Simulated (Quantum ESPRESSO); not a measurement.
# CoSi2(111), stepped through the number of trilayers, part 3 of 8

What law, if any, do the results for CoSi2(111) follow against the number of trilayers?

Quantum ESPRESSO 7.5; plane-wave DFT, PBE, GBRV ultrasoft pseudopotentials.

So far. Step 2 (Variable-cell relaxation of the reference):  The last row is no step: it is a fresh SCF in the final cell with a new plane-wave basis, +0 meV from the row before.

## 4. Relaxation with pw.x, 2 trilayers

What the set-up leaves free in this member is relaxed.

System of this step: CoSi2(111), 2 trilayers. The cell holds 6 atoms: 4 Si and 2 Co. Its edges and angles: a = 3.787 Å, b = 3.787 Å, c = 20.630 Å, α = 90.0°, β = 90.0°, γ = 120.0°. It derives from CoSi2. Vacuum lies along c.

m0.relax.in

```
&control
  prefix = 'm0.relax'
  outdir = './out'
  pseudo_dir = './pseudo'
  nstep = 40
  forc_conv_thr = 0.001
  calculation = 'relax'
/
&system
  ibrav = 0
  nat = 6
  ntyp = 2
  ecutwfc = 40
  ecutrho = 200
  occupations = 'smearing'
  smearing = 'mv'
  degauss = 0.02
/
&electrons
  conv_thr = 1e-08
  mixing_beta = 0.4
  electron_maxstep = 120
  mixing_mode = 'local-TF'
/
&ions
/
ATOMIC_SPECIES
  Si  28.0850  si_pbe_v1.uspp.F.UPF
  Co  58.9332  co_pbe_v1.2.uspp.F.UPF
CELL_PARAMETERS angstrom
  3.78698640100000 0.00000000000000 0.00000000000000
  -1.89349320050000 3.27962642722956 0.00000000000000
  0.00000000000000 0.00000000000000 20.62953115494823
ATOMIC_POSITIONS crystal
  Si  0.666666666700 0.333333333300 0.387561294579
  Co  0.000000000000 0.000000000000 0.425040863053
  Si  0.333333333300 0.666666666700 0.462520431526
  Si  0.000000000000 0.000000000000 0.537479568474
  Co  0.333333333300 0.666666666700 0.574959136947
  Si  0.666666666700 0.333333333300 0.612438705421
K_POINTS automatic
  12 12 1 0 0 0
```

Command:

```bash
> OMP_NUM_THREADS=1 mpirun -n 8 pw.x -nk 8 -in m0.relax.in > m0.relax.out
```

Log:

```text
[banner, memory and clock lines left out]
Program PWSCF v.7.5 starts

          URL

     Message from routine setup:
     using ibrav=0 with symmetry is DISCOURAGED, use correct ibrav instead

     G-vector sticks info

     bravais-lattice index     =            0
     lattice parameter (alat)  =       7.1564  a.u.
     unit-cell volume          =    1729.0362 (a.u.)^3
     number of atoms/cell      =            6
     number of atomic types    =            2
     number of electrons       =        50.00
     number of Kohn-Sham states=           30
     kinetic-energy cutoff     =      40.0000  Ry
     charge density cutoff     =     200.0000  Ry
     scf convergence threshold =      1.0E-08
     mixing beta               =       0.4000
     number of iterations used =            8  local-TF  mixing
     energy convergence thresh.=      1.0E-04
     force convergence thresh. =      1.0E-03
     Exchange-correlation= SLA  PW   PBE  PBE
                           (   1   4   3   4   0   0   0)
     nstep                     =           40

     celldm(1)=   7.156367  celldm(2)=   0.000000  celldm(3)=   0.000000
     celldm(4)=   0.000000  celldm(5)=   0.000000  celldm(6)=   0.000000

     crystal axes: (cart. coord. in units of alat)
               a(1) = (   1.000000   0.000000   0.000000 )
               a(2) = (  -0.500000   0.866025   0.000000 )
               a(3) = (   0.000000   0.000000   5.447480 )

     reciprocal axes: (cart. coord. in units 2 pi/alat)
               b(1) = (  1.000000  0.577350 -0.000000 )
               b(2) = (  0.000000  1.154701  0.000000 )
               b(3) = (  0.000000 -0.000000  0.183571 )

     PseudoPot. # 1 for Si read from file:
     ./pseudo/si_pbe_v1.uspp.F.UPF
     Pseudo is Ultrasoft + core correction, Zval =  4.0
     Generated by new atomic code, or converted to UPF format
     Using radial grid of  899 points,  6 beta functions with:
                l(1) =   0
                l(2) =   0
                l(3) =   1
                l(4) =   1
                l(5) =   2
                l(6) =   2
     Q(r) pseudized with  8 coefficients,  rinner =    0.900   0.900   0.900
                                                       0.900   0.900

     PseudoPot. # 2 for Co read from file:
     ./pseudo/co_pbe_v1.2.uspp.F.UPF
     Pseudo is Ultrasoft + core correction, Zval = 17.0
     Generated by new atomic code, or converted to UPF format
     Using radial grid of  863 points,  6 beta functions with:
                l(1) =   0
                l(2) =   0
                l(3) =   1
                l(4) =   1
                l(5) =   2
                l(6) =   2
     Q(r) pseudized with  8 coefficients,  rinner =    1.200   1.200   1.200
                                                       1.200   1.200

     atomic species   valence    mass     pseudopotential
     Si                4.00    28.08500     Si( 1.00)
     Co               17.00    58.93320     Co( 1.00)

     12 Sym. Ops., with inversion, found ( 6 have fractional translation)

   Cartesian axes

     site n.     atom                  positions (alat units)
         1        Si     tau(   1) = (   0.5000000   0.2886751   2.1112322  )
         2        Co     tau(   2) = (   0.0000000   0.0000000   2.3154014  )
         3        Si     tau(   3) = (  -0.0000000   0.5773503   2.5195706  )
         4        Si     tau(   4) = (   0.0000000   0.0000000   2.9279090  )
         5        Co     tau(   5) = (  -0.0000000   0.5773503   3.1320782  )
         6        Si     tau(   6) = (   0.5000000   0.2886751   3.3362474  )

     number of k points=    19  Marzari-Vanderbilt smearing, width (Ry)=  0.0200
                       cart. coord. in units 2pi/alat
        k(    1) = (   0.0000000   0.0000000   0.0000000), wk =   0.0138889
        k(    2) = (   0.0000000   0.0962250   0.0000000), wk =   0.0833333
        k(    3) = (   0.0000000   0.1924501   0.0000000), wk =   0.0833333
        k(    4) = (   0.0000000   0.2886751   0.0000000), wk =   0.0833333
        k(    5) = (   0.0000000   0.3849002   0.0000000), wk =   0.0833333
        k(    6) = (   0.0000000   0.4811252   0.0000000), wk =   0.0833333
        k(    7) = (   0.0000000  -0.5773503   0.0000000), wk =   0.0416667
        k(    8) = (   0.0833333   0.1443376   0.0000000), wk =   0.0833333
        k(    9) = (   0.0833333   0.2405626   0.0000000), wk =   0.1666667
        k(   10) = (   0.0833333   0.3367877   0.0000000), wk =   0.1666667
        k(   11) = (   0.0833333   0.4330127   0.0000000), wk =   0.1666667
        k(   12) = (   0.0833333   0.5292377   0.0000000), wk =   0.1666667
        k(   13) = (   0.1666667   0.2886751   0.0000000), wk =   0.0833333
        k(   14) = (   0.1666667   0.3849002   0.0000000), wk =   0.1666667
        k(   15) = (   0.1666667   0.4811252   0.0000000), wk =   0.1666667
        k(   16) = (   0.1666667   0.5773503   0.0000000), wk =   0.0833333
        k(   17) = (   0.2500000   0.4330127   0.0000000), wk =   0.0833333
        k(   18) = (   0.2500000   0.5292377   0.0000000), wk =   0.1666667
        k(   19) = (   0.3333333   0.5773503   0.0000000), wk =   0.0277778

     Dense  grid:    82465 G-vectors     FFT dimensions: (  36,  36, 180)

     Smooth grid:    59071 G-vectors     FFT dimensions: (  30,  30, 160)

     Check: negative core charge=   -0.000009

     Initial potential from superposition of free atoms

     starting charge      47.9973, renormalised to      50.0000

     negative rho (up, down):  6.866E-04 0.000E+00
     Starting wfcs are   42 randomized atomic wfcs

     per-process dynamical memory:    88.0 Mb

     Self-consistent Calculation

     iteration #  1     ecut=    40.00 Ry     beta= 0.40
     Davidson diagonalization with overlap
     ethr =  1.00E-02,  avg # of iterations =  5.2

     negative rho (up, down):  6.822E-03 0.000E+00

     total energy              =    -630.07916104 Ry
     estimated scf accuracy    <      36.21475038 Ry

     iteration #  2     ecut=    40.00 Ry     beta= 0.40
     Davidson diagonalization with overlap
     ethr =  1.00E-02,  avg # of iterations =  5.1

     negative rho (up, down):  2.032E-03 0.000E+00

     total energy              =    -635.08222408 Ry
     estimated scf accuracy    <       5.71281910 Ry

     iteration #  3     ecut=    40.00 Ry     beta= 0.40
     Davidson diagonalization with overlap
     ethr =  1.00E-02,  avg # of iterations =  1.0

     negative rho (up, down):  4.728E-04 0.000E+00

     total energy              =    -635.36398925 Ry
     estimated scf accuracy    <       0.46100794 Ry

[...]
-0.5231   0.0987   1.4882   2.1248   2.6769   4.3711

          k = 0.1667 0.2887 0.0000 (  7367 PWs)   bands (ev):

   -94.3981 -94.3980 -57.7453 -57.7452 -57.7446 -57.7444 -57.6602 -57.6594
   -11.1368  -9.1251  -6.4550  -5.6941  -4.5148  -3.5251  -3.2696  -2.5551
    -2.2907  -2.0486  -1.4475  -1.2895  -1.0672  -0.9456  -0.7692  -0.3471
     0.0145   0.3426   2.1853   2.9311   3.5894   4.3714

          k = 0.1667 0.3849 0.0000 (  7367 PWs)   bands (ev):

   -94.3980 -94.3980 -57.7457 -57.7456 -57.7448 -57.7446 -57.6601 -57.6594
   -10.5197  -8.5597  -6.8116  -6.2641  -4.6161  -4.1190  -3.3554  -2.5114
    -2.2750  -1.9829  -1.6933  -1.3285  -1.2246  -1.0984  -0.8820  -0.2770
    -0.2431  -0.0830   1.8007   2.4899   3.7006   4.0330

          k = 0.1667 0.4811 0.0000 (  7391 PWs)   bands (ev):

   -94.3980 -94.3980 -57.7459 -57.7458 -57.7450 -57.7448 -57.6599 -57.6595
    -9.7603  -8.0949  -7.5284  -6.5545  -4.9314  -4.1831  -3.5271  -2.7922
    -2.2118  -1.8712  -1.7985  -1.4079  -1.2918  -1.1216  -0.9972  -0.5814
    -0.2626   0.1640   1.5031   2.0622   3.3078   4.1825

          k = 0.1667 0.5774 0.0000 (  7380 PWs)   bands (ev):

   -94.3980 -94.3980 -57.7460 -57.7459 -57.7450 -57.7448 -57.6599 -57.6596
    -9.0688  -8.6271  -7.2928  -6.8428  -5.1770  -3.9862  -3.6779  -2.9757
    -2.1936  -1.7537  -1.7265  -1.5806  -1.2569  -1.1252  -1.0682  -0.7587
    -0.2167   0.3219   1.5116   1.7502   3.1523   4.2544

          k = 0.2500 0.4330 0.0000 (  7393 PWs)   bands (ev):

   -94.3980 -94.3980 -57.7458 -57.7457 -57.7451 -57.7449 -57.6599 -57.6595
    -9.8389  -8.0315  -7.0361  -6.9857  -4.6907  -4.3955  -3.7407  -2.7280
    -2.4505  -1.8812  -1.8234  -1.3895  -1.2224  -1.1369  -0.9641  -0.5710
    -0.1013   0.1571   1.4702   2.0218   3.8607   4.1236

          k = 0.2500 0.5292 0.0000 (  7409 PWs)   bands (ev):

   -94.3980 -94.3980 -57.7458 -57.7457 -57.7453 -57.7451 -57.6598 -57.6596
    -9.0503  -8.1244  -7.3460  -7.1128  -5.0951  -4.2082  -4.0397  -3.0006
    -2.5026  -1.8387  -1.7140  -1.5593  -1.1662  -1.1288  -1.0090  -0.8148
     0.1003   0.4534   1.2636   1.5868   3.7595   4.3181

          k = 0.3333 0.5774 0.0000 (  7437 PWs)   bands (ev):

   -94.3980 -94.3980 -57.7457 -57.7455 -57.7455 -57.7454 -57.6597 -57.6597
    -8.3589  -8.3589  -7.7674  -7.0117  -4.8332  -4.8332  -4.0053  -2.8238
    -2.8238  -1.8661  -1.6234  -1.6234  -1.1960  -1.0378  -0.9639  -0.9639
     0.4629   0.4629   1.0304   1.4251   4.2565   4.2565

     the Fermi energy is     0.2235 ev

!    total energy              =    -635.40355980 Ry
     estimated scf accuracy    <          5.1E-11 Ry
     smearing contrib. (-TS)   =       0.00290842 Ry
     internal energy E=F+TS    =    -635.40646822 Ry

     The total energy is F=E-TS. E is the sum of the following terms:
     one-electron contribution =   -2885.32805038 Ry
     hartree contribution      =    1446.15344292 Ry
     xc contribution           =     -82.75674293 Ry
     ewald contribution        =     886.52488217 Ry

     convergence has been achieved in  13 iterations

     negative rho (up, down):  8.502E-04 0.000E+00

     Forces acting on atoms (cartesian axes, Ry/au):

     atom    1 type  1   force =     0.00000000   -0.00000000   -0.00038166
     atom    2 type  2   force =     0.00000000   -0.00000000    0.00099501
     atom    3 type  1   force =    -0.00000000   -0.00000000   -0.00196542
     atom    4 type  1   force =    -0.00000000   -0.00000000    0.00196542
     atom    5 type  2   force =     0.00000000    0.00000000   -0.00099501
     atom    6 type  1   force =     0.00000000   -0.00000000    0.00038166

     Total force =     0.003162     Total SCF correction =     0.000056
     Energy error            =      1.2E-04 Ry
     Gradient error          =      2.0E-03 Ry/Bohr

     number of scf cycles    =   8
     number of bfgs steps    =   7

     energy             old  =    -635.4034397235 Ry
     energy             new  =    -635.4035598015 Ry

     CASE: energy            _new < energy            _old

     new trust radius        =       0.0027192936 bohr
     new conv_thr            =       0.0000000001 Ry

ATOMIC_POSITIONS (crystal)
Si               0.6666666667        0.3333333333        0.3921785399
Co               0.0000000000        0.0000000000        0.4246790365
Si               0.3333333333        0.6666666667        0.4634262393
Si              -0.0000000000       -0.0000000000        0.5365737607
Co               0.3333333333        0.6666666667        0.5753209635
Si               0.6666666667        0.3333333333        0.6078214601

     XML data file
     NEW-OLD atomic charge density approx. for the potential

     Check: negative core charge=   -0.000009

     negative rho (up, down):  8.514E-04 0.000E+00

     per-process dynamical memory:   107.6 Mb

     Self-consistent Calculation

     iteration #  1     ecut=    40.00 Ry     beta= 0.40
     Davidson diagonalization with overlap
     ethr =  1.00E-06,  avg # of iterations =  4.0

     Threshold (ethr) on eigenvalues was too large:
     Diagonalizing with lowered threshold

     Davidson diagonalization with overlap
     ethr =  6.62E-08,  avg # of iterations =  1.3

     negative rho (up, down):  8.372E-04 0.000E+00

     total energy              =    -635.40357427 Ry
     estimated scf accuracy    <       0.00003621 Ry

     iteration #  2     ecut=    40.00 Ry     beta= 0.40
     Davidson diagonalization with overlap
     ethr =  7.24E-08,  avg # of iterations =  1.0

     negative rho (up, down):  7.997E-04 0.000E+00

     total energy              =    -635.40356908 Ry
     estimated scf accuracy    <       0.00001905 Ry

     iteration #  3     ecut=    40.00 Ry     beta= 0.40
     Davidson diagonalization with overlap
     ethr =  3.81E-08,  avg # of iterations =  2.0

     negative rho (up, down):  7.984E-04 0.000E+00

     total energy              =    -635.40357216 Ry
     estimated scf accuracy    <       0.00000093 Ry

     iteration #  4     ecut=    40.00 Ry     beta= 0.40
     Davidson diagonalization with overlap
     ethr =  1.86E-09,  avg # of iterations =  2.2

     negative rho (up, down):  7.993E-04 0.000E+00

     total energy              =    -635.40357204 Ry
     estimated scf accuracy    <       0.00000045 Ry

     iteration #  5     ecut=    40.00 Ry     beta= 0.40
     Davidson diagonalization with overlap
     ethr =  8.99E-10,  avg # of iterations =  2.2

     negative rho (up, down):  7.962E-04 0.000E+00

     total energy              =    -635.40357208 Ry
     estimated scf accuracy    <       0.00000084 Ry

     iteration #  6     ecut=    40.00 Ry     beta= 0.40
     Davidson diagonalization with overlap
     ethr =  8.99E-10,  avg # of iterations =  2.0

     negative rho (up, down):  8.161E-04 0.000E+00

     total energy              =    -635.40357204 Ry
     estimated scf accuracy    <       0.00000018 Ry

     iteration #  7     ecut=    40.00 Ry     beta= 0.40
     Davidson diagonalization with overlap
     ethr =  3.58E-10,  avg # of iterations =  2.3

     negative rho (up, down):  8.306E-04 0.000E+00

     total energy              =    -635.40357206 Ry
     estimated scf accuracy    <       0.00000004 Ry

     iteration #  8     ecut=    40.00 Ry     beta= 0.40
     Davidson diagonalization with overlap
     ethr =  7.91E-11,  avg # of iterations =  2.0

     negative rho (up, down):  8.466E-04 0.000E+00

     total energy              =    -635.40357206 Ry
     estimated scf accuracy    <          6.0E-09 Ry

     iteration #  9     ecut=    40.00 Ry     beta= 0.40
     Davidson diagonalization with overlap
     ethr =  1.20E-11,  avg # of iterations =  2.4

     negative rho (up, down):  8.487E-04 0.000E+00

     total energy              =    -635.40357206 Ry
     estimated scf accuracy    <          1.7E-09 Ry

     iteration # 10     ecut=    40.00 Ry     beta= 0.40
     Davidson diagonalization with overlap
     ethr =  3.40E-12,  avg # of iterations =  2.0

     negative rho (up, down):  8.505E-04 0.000E+00
```

Elapsed: 6.5 min, on 8 MPI ranks of Arm Neoverse N1, shared host; peak memory 1.1 GiB.

The steps of the relaxation:

```csv
step,energy less that of the first step (eV),largest force (eV/Å)
1,0.0000,0.6012
2,-0.0214,0.4859
3,-0.0371,0.3687
4,-0.0500,0.2087
5,-0.0551,0.2066
6,-0.0576,0.2065
7,-0.0606,0.1438
8,-0.0622,0.0505
9,-0.0624,0.0387
10,-0.0625,0.0176
```

The atoms that moved most (Å):

```csv
atom,dx,dy,dz,length
Si1,0.000,0.000,0.094,0.094
Si6,0.000,0.000,-0.094,0.094
Si4,0.000,0.000,-0.017,0.017
Si3,0.000,0.000,0.017,0.017
Co2,0.000,0.000,-0.006,0.006
Co5,0.000,0.000,0.006,0.006
```

Final coordinates:

```xyz
6
Lattice="3.7870 0.0000 0.0000 -1.8935 3.2796 0.0000 0.0000 0.0000 20.6295" Properties=species:S:1:pos:R:3
Si    1.8935    1.0932    8.0896
Co    0.0000    0.0000    8.7619
Si    0.0000    2.1864    9.5582
Si    0.0000    0.0000   11.0713
Co    0.0000    2.1864   11.8676
Si    1.8935    1.0932   12.5399
```

The relaxation lowers the energy by 10 meV an atom.

This step gave:

| Item | Value |
| --- | --- |
| free energy | -8645.1061 eV |
| Fermi energy | 0.2262 eV |

(Continued in part 4 of 8.)

[Logs are printed without paths, hosts, clocks, repeated set-up lines and the standing remarks that a program may print on its own settings, such as how far it seeks lower states.]

[Hosts, paths, dates, database ids (printed as entryN), source tags and the programs' standing remarks are cut or masked in the printed files.]

[Maps of the electrostatic potential energy from Ansatz leave out the sawtooth potential of an applied field or a dipole correction, so their vacuum need not be flat; planar profiles and work functions include it.]
